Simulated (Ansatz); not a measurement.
# TaN (P-6m2): phonons and vibrational spectra, part 2 of 2

Wanted: vibrations and spectra of TaN (P-6m2); the cell is already relaxed. After the zone centre comes a 2×2×2 q mesh on a 16×16×16 k mesh.

Ansatz 0.2.0; DFT r2SCAN, scalar-relativistic, plane waves, PAW.

So far. Step 2 (Zone-centre response): Before it was imposed, the acoustic sum rule was missed by 6.1e-4 eV/Å². Small misses are needed for a sound result but don't prove that mesh and cutoff are converged. The lowest optical mode is real, 530 cm⁻¹.

### Step 3. Phonons on a q mesh (continued)

Frequencies (cm⁻¹) solved at each irreducible wavevector; negative means imaginary. Frequencies by wavevector, by row:

```tsv
q in reciprocal lattice units	star	mode 1	mode 2	mode 3	mode 4	mode 5	mode 6
0 0 0	1	0	0	0	530.5	530.5	547.8
0 0 -0.5	1	150.6	150.6	288.7	488.3	488.3	635.3
0 -0.5 0	3	178.8	179.1	270.3	529.5	558.6	599.5
0 -0.5 -0.5	3	198	237	245.3	558.1	592	605.1
```

Interpolated from a 2×2×2 q mesh, rough between the solved points. The phonon branches at the labelled points (cm⁻¹):

```tsv
point	branch 1	branch 2	branch 3	branch 4	branch 5	branch 6
Γ	0	0	0	530	530	548
halfway	126	127	194	530	553	565
M	179	179	270	530	559	600
halfway	184	203	263	544	559	591
K	191	241	242	560	570	571
halfway	141	151	210	534	555	570
Γ	0	0	0	530	530	548
halfway	102	102	206	511	511	592
A	151	151	289	488	488	635
halfway	176	199	267	524	550	614
L	198	237	245	558	592	605
halfway	208	234	242	571	589	603
H	225	226	239	586	592	594
halfway	185	206	262	536	561	609
A	151	151	289	488	488	635
jump to L	198	237	245	558	592	605
halfway	189	215	254	544	576	602
M	179	179	270	530	559	600
jump to H	225	226	239	586	592	594
halfway	216	234	234	573	581	582
K	191	241	242	560	570	571
```

The phonon branches as a text plot (rows in cm⁻¹):

```
    622 |                       ******           ****
    596 |    ******  *         *      ***********    *********
    569 |   *************    **         ****  ***    * **** *****
    543 |**********  ********       ****        **    *****
    516 |                    ***    **           ***
    490 |                       ****               **
    463 |
    437 |
    410 |
    384 |
    357 |
    331 |
    304 |
    278 |      ***              ******           ****    **
    251 |    **   *****               ***********    ****      **
    225 |         ****         *      **********     ***   ****
    199 |   *    **** **             ******    ***   *****    ***
    172 |  * *****   ** *     *    ***          ****     **
    146 |              * *   *  ****               **
    119 |  **           *      *
     93 | **             **   *
     66 | *               *  *
     40 |*                  *
     13 |                  **
         Γ     M   K       Γ     A      L   H      A|L   M|H    K
```

The phonon density of states has structure finer than the step of the table below, so its rows give means over 20 cm⁻¹, whole bins alone (the curve runs from 2.5 to 638 cm⁻¹). Peaks (cm⁻¹: height): 192.5: 0.0308, 242.5: 0.0327, 532.5: 0.0369, 557.5: 0.0467, 587.5: 0.0471.

Tetrahedra on a 24×24×22 mesh, mean over bins of 5 cm-1. Interpolated from a 2×2×2 q mesh, rough between the solved points. Table of phonon density of states by wavenumber; means over each step:

wavenumber (cm⁻¹), phonon density of states (1/cm⁻¹/cell) and a bar:
```
       20     0.0001 
       40     0.0003 
       60     0.0008 #
       80     0.0015 #
      100     0.0026 ##
      120     0.0043 ###
      140     0.0076 ######
      160     0.0137 ###########
      180     0.0251 ####################
      200     0.0275 ######################
      220     0.0231 ###################
      240     0.0294 ########################
      260     0.0125 ##########
      280     0.0016 #
      300     0.0000 
      320     0.0000 
      340     0.0000 
      360     0.0000 
      380     0.0000 
      400     0.0000 
      420     0.0000 
      440     0.0000 
      460     0.0000 
      480     0.0001 
      500     0.0031 ##
      520     0.0131 ###########
      540     0.0281 #######################
      560     0.0373 ##############################
      580     0.0370 ##############################
      600     0.0277 ######################
      620     0.0033 ###
```

The partial phonon density of states has structure finer than the step of the table below, so its rows give means over 25 cm⁻¹, whole bins alone (the curve runs from -10 to 664 cm⁻¹). Peaks (cm⁻¹: height): N 562.0: 0.0399, 587.5: 0.0429; Ta 193.4: 0.0301, 240.0: 0.0313.

Phonopy on the run's constants, 21x21x19 mesh, Gaussian sigma 4.8 cm-1. Interpolated from a 2×2×2 q mesh, rough between the solved points. Table of partial phonon density of states by wavenumber; means over each step; values in 1/cm⁻¹/cell:

```tsv
wavenumber (cm⁻¹)	N	Ta
25	8.2e-6	1.2e-4
50	3.6e-5	5.1e-4
75	8.1e-5	0.00123
100	1.4e-4	0.00249
125	2.0e-4	0.00472
150	2.7e-4	0.0102
175	3.1e-4	0.0214
200	2.3e-4	0.0267
225	1.7e-4	0.0252
250	1.2e-4	0.0219
275	1.8e-5	0.00372
300	0	9.6e-5
325	0	0
350	0	0
375	0	0
400	0	0
425	0	0
450	0	0
475	9.2e-5	0
500	0.00318	4.2e-5
525	0.0185	4.8e-4
550	0.0313	5.1e-4
575	0.0360	3.8e-4
600	0.0268	1.6e-4
625	0.00248	9.9e-6
650	5.0e-5	0
```

Second derivatives of the energy by pair, one row for each kind of neighbour of each atom listed. Each entry sums the pair over the periodic images of the supercell that the q mesh stands for, and in a polar crystal it holds the long-range dipole part too. Force constants by pair, by row:

```tsv
atom	neighbour	distance (Å)	third of the trace (eV/Å²)	along the pair's line (eV/Å²)
Ta1	itself	0	30.35	–
Ta1	N	2.226	-2.227	-3.279
Ta1	Ta	2.885	-3.108	-12.08
Ta1	Ta	2.936	-3.067	-9.585
Ta1	N	3.684	-0.1963	-0.2819
Ta1	Ta	4.116	-1.429	-2.669
N2	itself	0	16.3	–
N2	Ta	2.226	-2.227	-3.279
N2	N	2.885	-0.6831	-1.594
N2	N	2.936	-0.6218	-1.866
N2	Ta	3.684	-0.1963	-0.2819
N2	N	4.116	6.00e-4	-0.2224
```

Symmetry leaves 4 wavevectors to solve. The lowest mode among them, the acoustic zeros apart, lies at q = (0, 0, -0.5) and is real, 151 cm⁻¹.

### Step 4. What came out

| Property | Result |
| --- | --- |
| space group (within 0.01 Å) | P-6m2 |
| volume per atom | 10.8 Å³ |
| electronic character | no gap on this mesh |
| highest optical mode at the zone centre (no LO-TO term) | 548 cm⁻¹ |
| lowest optical zone-centre mode | 530 cm⁻¹ |
| lowest mode on the q mesh (acoustic modes at Γ apart) | 151 cm⁻¹ |
| highest frequency on the path or at a solved wavevector | 635 cm⁻¹ |
| imaginary modes on the 2×2×2 q mesh | none |

The structure is a minimum as far as tested: no mode is imaginary at the 4 irreducible wavevectors of the 2×2×2 mesh, and the softest away from the acoustic zeros lies at 151 cm⁻¹. The optical modes at Γ span 530 to 548 cm⁻¹. The highest mode in this list at Γ, 548.4 cm⁻¹, is mostly motion of N (93 % of the kinetic energy). On the path and the mesh, the widest gap between branches runs from 289 to 488 cm⁻¹. The q mesh stands for a supercell only 5.8 Å across, so branches between the solved wavevectors are rough. With no gap, or one that is small against the smearing, the frequencies hang on the k mesh and the smearing, most of all near Kohn anomalies. Spin-orbit coupling is left out, which can matter for the heavy elements here. A phonon run warned that its eigensolver left some bands unconverged in a pass. These are harmonic frequencies at zero temperature: anharmonic shifts, linewidths and thermal expansion are left out.

[Logs are printed without paths, hosts, clocks, repeated set-up lines and the standing remarks that a program may print on its own settings, such as how far it seeks lower states.]

[Hosts, paths, dates, database ids (printed as entryN), source tags and the programs' standing remarks are cut or masked in the printed files.]
